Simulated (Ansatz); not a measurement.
# How fast states decay through Na2Li3NCl2, part 2 of 3

A new crystal, Na2Li3NCl2: structure, gap and complex bands. It is built by putting Na for part of the Li in the Li5NCl2 structure of space group R-3m, with the volume rescaled by atomic radii. The parent structure comes from the Materials Project.

Ansatz 0.2.0; PBE DFT, plane waves, PAW files (the session's first sound run).

So far. Step 2 (Cell and atoms at rest): The largest force component on a free atom ends at 0.0039 eV/Å.

The structure was built from a prototype and need not be the compound's stable phase.

### 3. The bulk crystal and its band edges

The energy window and the wavevectors of the next steps follow from the band edges, so these are searched first, off the mesh as well.

Contents of input.yaml:

```yaml
crystal:
  lattice:
    - [1.9832741436, 1.1450438606, 10.1020019998]
    - [-1.9832741436, 1.1450438606, 10.1020019998]
    - [0.0, -2.2900877213, 10.1020019998]
  atoms:
    - { symbol: Li, position: [0.5064444703, 0.5064444703, 0.5064444703] }
    - { symbol: Li, position: [0.9301711866, 0.9301711866, 0.9301711866] }
    - { symbol: Na, position: [0.0714378118, 0.0714378118, 0.0714378118] }
    - { symbol: Na, position: [0.6737013778, 0.6737013778, 0.6737013778] }
    - { symbol: Li, position: [0.3136350353, 0.3136350353, 0.3136350353] }
    - { symbol: "N", position: [-0.0081716059, -0.0081716059, -0.0081716059] }
    - { symbol: Cl, position: [0.2198951863, 0.2198951863, 0.2198951863] }
    - { symbol: Cl, position: [0.7928865378, 0.7928865378, 0.7928865378] }
kpoints:
  mp_grid: { grid: [8, 8, 8] }
  band_path: { path: [VBM, CBM], npoints: 30 }
scf:
  occupations: { method: fixed }
hamiltonian:
  xc: pbe
output:
  eigenvalues: true
  write_potential: true
  write_density: true
  volumetric_format: npy
```

The run is started by

```bash
> ansatz run input.yaml --threads 2 --pin off --max-ram 4096MiB --backend cpu --events-out ev --progress --plain --runs-dir out
```

Numbers of over 12 decimals in the logs are rounded to 6 here.

Log:

```text
[...]
Crystal: 8 atoms, lattice volume = 137.646 Å³
Basis set: ecut = 420 eV, 2727 PW (Γ), FFT grids on a1−a2, a2, −a2+a3
Bands: 31, of which v1, the nominal top of the filled ones, is band 23 counted from 1 (22 counted from 0)
Symmetry: 6 space group operations
[...]
k-points: 65 of 512 (time reversal used)
[...]
SCF iter   1: F=—  HF=-6136.944447 eV  |F-HF|=—  |Δ(HF+E_count)|=         —  Δρ=2.60e-3  dr2=3.50e-2  ethr=1.77e-3  ⟨swp⟩=5.0  Hψ=7280  notcnv=0  defer=380
[...]
SCF iter   8: F=-6136.931535 eV  HF=-6136.931535 eV  |F-HF|=4.97e-9  |Δ(HF+E_count)|=   6.78e-8  Δρ=3.63e-6  dr2=1.84e-8  ethr=2.17e-10  ⟨swp⟩=8.5  Hψ=8236  notcnv=0
SCF 1 converged in 8 iterations: F = -6136.931535 eV  dr2 = 1.84e-8
[...]
NSCF: frozen V_eff on 32 k-points
[...]
SCF converged after 8 iterations
Free energy (F): -6136.931535 eV
[...]
Internal energy: -6136.931535 eV  (E = F + TS)
E sigma→0 (E₀):  -6136.931535 eV
Fermi energy:    4.350310 eV
[...]
--- Band table (eV; the first three rows and the last of 65) ---
  k-point 0: bands = [... 19 lower, -0.1347, 2.9344, 4.3501, 4.3501, 4.9793, 6.4324, 7.3370, 8.7787, ... 4 higher]
  k-point 1: bands = [... 19 lower, -0.1483, 2.9932, 3.9956, 4.2888, 5.4297, 6.7653, 7.6079, 8.7746, ... 4 higher]
  k-point 2: bands = [... 19 lower, -0.2156, 3.1057, 3.5294, 4.1489, 6.1536, 7.1416, 8.0833, 8.8761, ... 4 higher]
  k-point 64: bands = [... 19 lower, -0.1348, 2.7799, 4.3503, 4.3503, 5.4943, 6.0762, 7.0069, 9.3119, ... 4 higher]
```

Run time: 24 s. Hardware: 2 threads of Arm Neoverse V2, shared host; peak memory 0.47 GiB; 48 s of CPU time.

Reading the cycles: dr2 is the Hartree energy of the density residual (eV), the measure of convergence; HF is the Harris–Foulkes estimate of the energy, which meets the free energy F at convergence.

Numbers from this step:

```
free energy         : -6136.9315 eV
Fermi energy        : 4.350 eV
gap on the k-mesh   : 0.6289 eV
gap on path         : 0.6289 eV, by band count; negative where bands overlap
direct gap on path  : 0.6291 eV
edge places on path : 0, 0.3110 1/A along the path
```

The electronic bands at the labelled points (eV, zero at the Fermi level (highest filled level under fixed occupations); v1 is the highest filled band, c1 the lowest empty one):

```csv
point,v4,v3,v2,v1,c1,c2,c3,c4
VBM,-4.49,-1.57,0.00,0.00,1.14,1.73,2.66,4.96
halfway,-4.49,-1.50,0.00,0.00,0.84,1.96,2.79,4.70
CBM,-4.49,-1.42,0.00,0.00,0.63,2.08,2.99,4.43
```

The searched edges give 0.629 eV, as on the mesh.

### 4. Decaying states in the gap, plane (001)

This step: PBE DFT, plane waves, PAW files; complex bands by layer matching along the plane's normal (Ansatz 0.2.0).

The same crystal is laid in a cell whose first two vectors span the (001) plane (indices of the standard conventional cell, whose axes can be ordered otherwise than in the bulk input). At fixed energy and wavevector in the plane the solver finds all kz, real and complex. A few wavevectors are listed, (0, 0) and (0.5, 0) in units of the plane's reciprocal vectors; the slowest state needn't be among them.

Contents of input.yaml:

```yaml
crystal:
  lattice:
    - [3.966548287, 0.0, 0.0]
    - [1.983274144, 3.435131582, 0.0]
    - [1.983274144, -1.145043861, 10.102002]
  atoms:
    - { symbol: Li, position: [0.0128889406, 0.4935555297, 0.4806665891] }
    - { symbol: Li, position: [0.8603423732, 0.0698288134, 0.2094864402] }
    - { symbol: Na, position: [0.1428756236, 0.9285621882, 0.7856865646] }
    - { symbol: Na, position: [0.3474027556, 0.3262986222, 0.9788958666] }
    - { symbol: Li, position: [0.6272700706, 0.6863649647, 0.0590948941] }
    - { symbol: "N", position: [0.9836567882, 0.0081716059, 0.0245148177] }
    - { symbol: Cl, position: [0.4397903726, 0.7801048137, 0.3403144411] }
    - { symbol: Cl, position: [0.5857730756, 0.2071134622, 0.6213403866] }
kpoints:
  mp_grid: { grid: [8, 8, 8] }
scf:
  occupations: { method: fixed }
hamiltonian:
  xc: pbe
output:
  eigenvalues: true
  transmission:
    leads: [[0, 0]]
    kpoints: [[0.0, 0.0], [0.5, 0.0]]
    e_range: [-1.0, 1.63]
    de: 0.07
```

Log:

```text
[...]
Crystal: 8 atoms, lattice volume = 137.646 Å³
Basis set: ecut = 420 eV, 2727 PW (Γ)
Bands: 31, of which v1, the nominal top of the filled ones, is band 23 counted from 1 (22 counted from 0)
Symmetry: 6 space group operations
[...]
k-points: 65 of 512 (time reversal used)
[...]
SCF iter   1: F=—  HF=-6136.945529 eV  |F-HF|=—  |Δ(HF+E_count)|=         —  Δρ=2.58e-3  dr2=3.49e-2  ethr=1.77e-3  ⟨swp⟩=5.0  Hψ=7254  notcnv=0  defer=381
[...]
SCF iter   8: F=-6136.931538 eV  HF=-6136.931538 eV  |F-HF|=4.32e-9  |Δ(HF+E_count)|=   3.73e-8  Δρ=4.90e-6  dr2=3.29e-8  ethr=2.17e-10  ⟨swp⟩=9.4  Hψ=9391  notcnv=0
SCF 1 converged in 8 iterations: F = -6136.931538 eV  dr2 = 3.29e-8
[...]
transmission: 13 of 26 steps passed
transmission: 26 of 26 steps passed
SCF converged after 8 iterations
Free energy (F): -6136.931538 eV
[...]
Internal energy: -6136.931538 eV  (E = F + TS)
E sigma→0 (E₀):  -6136.931538 eV
Fermi energy:    4.350340 eV
[...]
--- Band table (eV; the first three rows and the last of 65) ---
  k-point 0: bands = [... 19 lower, -0.1347, 2.9344, 4.3502, 4.3502, 4.9793, 6.4324, 7.3370, 8.7788, ... 4 higher]
  k-point 1: bands = [... 19 lower, -0.1347, 2.9102, 4.3501, 4.3501, 5.0375, 6.4047, 7.2713, 8.8638, ... 4 higher]
  k-point 2: bands = [... 19 lower, -0.1348, 2.8541, 4.3502, 4.3502, 5.1919, 6.3144, 7.1402, 9.0544, ... 4 higher]
  k-point 64: bands = [... 19 lower, -0.4402, 2.9133, 3.4995, 3.7834, 7.1345, 8.1977, 8.2626, 8.5874, ... 4 higher]
--- Transmission ---
  basis      : 121 plane waves across, 13 finite elements along
  points     : 2, as listed
  energies   : 38 from -1.000000 to 1.590000 eV about the Fermi level, 0.070000 eV apart; the leads are filled to 0.314462 eV, and channels, transmission and decay are at 0.330000 eV
  crystal 0  : Na2N1Li3Cl2, at the sites [0, 0], period 10.1020 Å: whole cells are its period
    offset         : up to 0.0000 Å between an atom of the period and one for which it stands
    channels       : 0.000000e0 a spin
    conductance    : none, the energies end too early or step too widely for 300 K: set another output.transmission.e_range or a lower de, or, where they end at an eighth of basis.ecutwfc, a higher one
    slowest decay  : 0.1605 /Å at (0.0000, 0.0000)
```

The job ended after 20 s (2 threads; peak memory 0.47 GiB; 33 s of CPU time).

Numbers from this step:

```yaml
level_to_which_the_leads_are_filled: 0.3145 eV from the Fermi level
decay_constant_at_the_filling_level_zone_centre: 0.1605 Å⁻¹
decay_constant_at_the_filling_level_slowest_listed_point: 0.1605 Å⁻¹
```

K parallel (0, 0); values up to 1.5 1/Å, a degenerate pair printed once or twice; energies at which all values exceed this have no row. The Im kz of the slowest decaying states by energy, zero at the highest filled level on the SCF mesh:

```csv
energy (eV),decay 1 (Å⁻¹),decay 2 (Å⁻¹),decay 3 (Å⁻¹),decay 4 (Å⁻¹)
-1.00,0.221,1.01,1.12,1.24
-0.93,0.229,1.000,1.11,1.24
-0.79,0.239,0.988,1.08,1.23
-0.72,0.242,0.982,1.07,1.22
-0.58,0.244,0.970,1.04,1.21
-0.51,0.244,0.964,1.02,1.21
-0.37,0.240,0.951,0.972,1.20
-0.30,0.237,0.944,0.945,1.20
-0.16,0.229,0.868,0.932,1.19
-0.09,0.223,0.804,0.926,1.18
-0.02,0.216,0.646,0.919,1.18
0.05,0.208,0.735,0.913,1.17
0.12,0.198,0.814,0.906,1.17
0.26,0.175,0.876,0.893,1.16
0.33,0.161,0.886,0.893,1.16
0.47,0.121,0.872,0.913,1.15
0.54,0.0923,0.864,0.920,1.14
0.68,0.849,0.928,1.13,1.45
0.75,0.842,0.931,1.13,1.44
0.89,0.826,0.933,1.12,1.43
0.96,0.818,0.933,1.11,1.43
1.10,0.800,0.932,1.10,1.42
1.17,0.0337,0.791,0.930,1.09
1.31,0.0727,0.772,0.926,1.08
1.38,0.0792,0.762,0.923,1.08
1.52,0.0781,0.740,0.917,1.07
1.59,0.0700,0.728,0.914,1.06
```

K parallel (0.5, 0); values up to 1.5 1/Å, a degenerate pair printed once or twice; energies at which all values exceed this have no row. The Im kz of the slowest decaying states by energy, zero at the highest filled level on the SCF mesh:

```csv
energy (eV),decay 1 (Å⁻¹),decay 2 (Å⁻¹),decay 3 (Å⁻¹),decay 4 (Å⁻¹)
-1.00,0.375,0.419,0.730,1.23
-0.93,0.388,0.716,1.22,-
-0.79,0.340,0.368,0.681,1.21
-0.72,0.252,0.381,0.660,1.20
-0.58,0.267,0.389,0.600,1.19
-0.51,0.326,0.391,0.554,1.19
-0.37,0.328,0.384,0.393,1.18
-0.30,0.393,0.401,0.504,1.17
-0.16,0.392,0.426,0.594,1.16
-0.09,0.390,0.434,0.618,1.16
-0.02,0.388,0.441,0.635,1.15
0.05,0.386,0.447,0.649,1.15
0.12,0.384,0.451,0.660,1.14
0.26,0.377,0.458,0.677,1.13
0.33,0.373,0.460,0.683,1.13
0.47,0.364,0.463,0.693,1.12
0.54,0.359,0.463,0.697,1.11
0.68,0.348,0.463,0.702,1.10
0.75,0.341,0.462,0.704,1.10
0.89,0.327,0.459,0.707,1.09
0.96,0.319,0.457,0.708,1.08
1.10,0.301,0.451,0.708,1.08
1.17,0.292,0.448,0.708,1.07
1.31,0.270,0.441,0.707,1.06
1.38,0.257,0.437,0.706,1.06
1.52,0.228,0.428,0.703,1.06
1.59,0.212,0.422,0.701,1.05
```

At the listed wavevectors the last open channel is at -0.65 eV and the next at +0.68 eV on the grid, wider than the gap, since narrow bands can fall between grid energies. At +0.33 eV, the grid energy nearest the filling level (the middle of the gap on the SCF mesh), the slowest state at the listed wavevectors decays with κ = 0.161 Å⁻¹, its amplitude falling by e over 6.2 Å. Through 1 nm of this crystal that state's transmission falls by exp(−2 × 0.161 Å⁻¹ × 10 Å) = 0.040.

### 5. Decay over the two-dimensional zone

The listed points could miss the slowest state, so one energy near mid-gap is solved on a mesh of 14×14.

Changes to input.yaml since step 4:

```diff
@@ -22,6 +22,2 @@
   eigenvalues: true
-  transmission:
-    leads: [[0, 0]]
-    kpoints: [[0.0, 0.0], [0.5, 0.0]]
-    e_range: [-1.0, 1.63]
-    de: 0.07
+  transmission: { leads: [[0, 0]], kmesh: [14, 14], e_range: [0.31, 0.32], de: 0.05 }
```

Log:

```text
[...]
Crystal: 8 atoms, lattice volume = 137.646 Å³
Basis set: ecut = 420 eV, 2727 PW (Γ)
Bands: 31, of which v1, the nominal top of the filled ones, is band 23 counted from 1 (22 counted from 0)
Symmetry: 6 space group operations
[...]
k-points: 65 of 512 (time reversal used)
[...]
SCF iter   1: F=—  HF=-6136.945529 eV  |F-HF|=—  |Δ(HF+E_count)|=         —  Δρ=2.58e-3  dr2=3.49e-2  ethr=1.77e-3  ⟨swp⟩=5.0  Hψ=7254  notcnv=0  defer=381
[...]
SCF iter   8: F=-6136.931538 eV  HF=-6136.931538 eV  |F-HF|=4.32e-9  |Δ(HF+E_count)|=   3.73e-8  Δρ=4.90e-6  dr2=3.29e-8  ethr=2.17e-10  ⟨swp⟩=9.4  Hψ=9391  notcnv=0
SCF 1 converged in 8 iterations: F = -6136.931538 eV  dr2 = 3.29e-8
[...]
transmission: 52 of 312 steps passed
transmission: 104 of 312 steps passed
[...]
transmission: 312 of 312 steps passed
SCF converged after 8 iterations
Free energy (F): -6136.931538 eV
[...]
Internal energy: -6136.931538 eV  (E = F + TS)
E sigma→0 (E₀):  -6136.931538 eV
Fermi energy:    4.350340 eV
[...]
--- Band table (eV; the first three rows and the last of 65) ---
  k-point 0: bands = [... 19 lower, -0.1347, 2.9344, 4.3502, 4.3502, 4.9793, 6.4324, 7.3370, 8.7788, ... 4 higher]
  k-point 1: bands = [... 19 lower, -0.1347, 2.9102, 4.3501, 4.3501, 5.0375, 6.4047, 7.2713, 8.8638, ... 4 higher]
  k-point 2: bands = [... 19 lower, -0.1348, 2.8541, 4.3502, 4.3502, 5.1919, 6.3144, 7.1402, 9.0544, ... 4 higher]
  k-point 64: bands = [... 19 lower, -0.4402, 2.9133, 3.4995, 3.7834, 7.1345, 8.1977, 8.2626, 8.5874, ... 4 higher]
--- Transmission ---
  basis      : 121 plane waves across, 13 finite elements along
  points     : 24, standing for a mesh of 14 x 14
  energies   : 1 from 0.310000 to 0.310000 eV about the Fermi level; the leads are filled to 0.314462 eV, and channels, transmission and decay are at 0.310000 eV
[...]
channels       : 0.000000e0 a spin
    conductance    : none, crystal 0 has no channel at the energies, or these end too early or step too widely for 300 K: set another output.transmission.e_range or a lower de, or, where they end at an eighth of basis.ecutwfc, a higher one
    slowest decay  : 0.1650 /Å at (0.0000, 0.0000)
```

Run time: 20 s. Hardware: 2 threads; peak memory 0.51 GiB.

This step gave:

```
least decay constant on the mesh : 0.165 Å⁻¹
```

Slowest decay constant (1/Å; 0 where a channel is open) over k1 and k2. At 0.3100 eV from the Fermi level.

Ten even steps from '_' (0.165) to '@' (0.607):
```
++**######**++++++##**##++++
**########**++****####****++
############**####@@####**##
########**####**++++**####**
******####@@++------++@@####
++++++**##++--....--++##**++
==++**##**--..__..--**##**++
++++**##++--....--++##**++++
**####@@++------++@@####****
##**####**++++**####**######
####**####@@####**##########
**++****####****++**########
++++++##**##++++++**######**
==++**####**++==++**####**++
```
Columns: k1 (b1) from -0.5 to 0.429; rows upwards: k2 (b2) from -0.5 to 0.429.

The least value on the mesh is 0.165 Å⁻¹ at +0.31 eV. At that energy the listed points give about 0.165 Å⁻¹ by interpolation, so the mesh holds no clearly slower state.

(Continued in part 3 of 3.)

[Logs are printed without paths, hosts, clocks, repeated set-up lines and the standing remarks that a program may print on its own settings, such as how far it seeks lower states.]

[Hosts, paths, dates, database ids (printed as entryN), source tags and the programs' standing remarks are cut or masked in the printed files.]

[New means built here by substitution; the compound itself may be known and measured.]
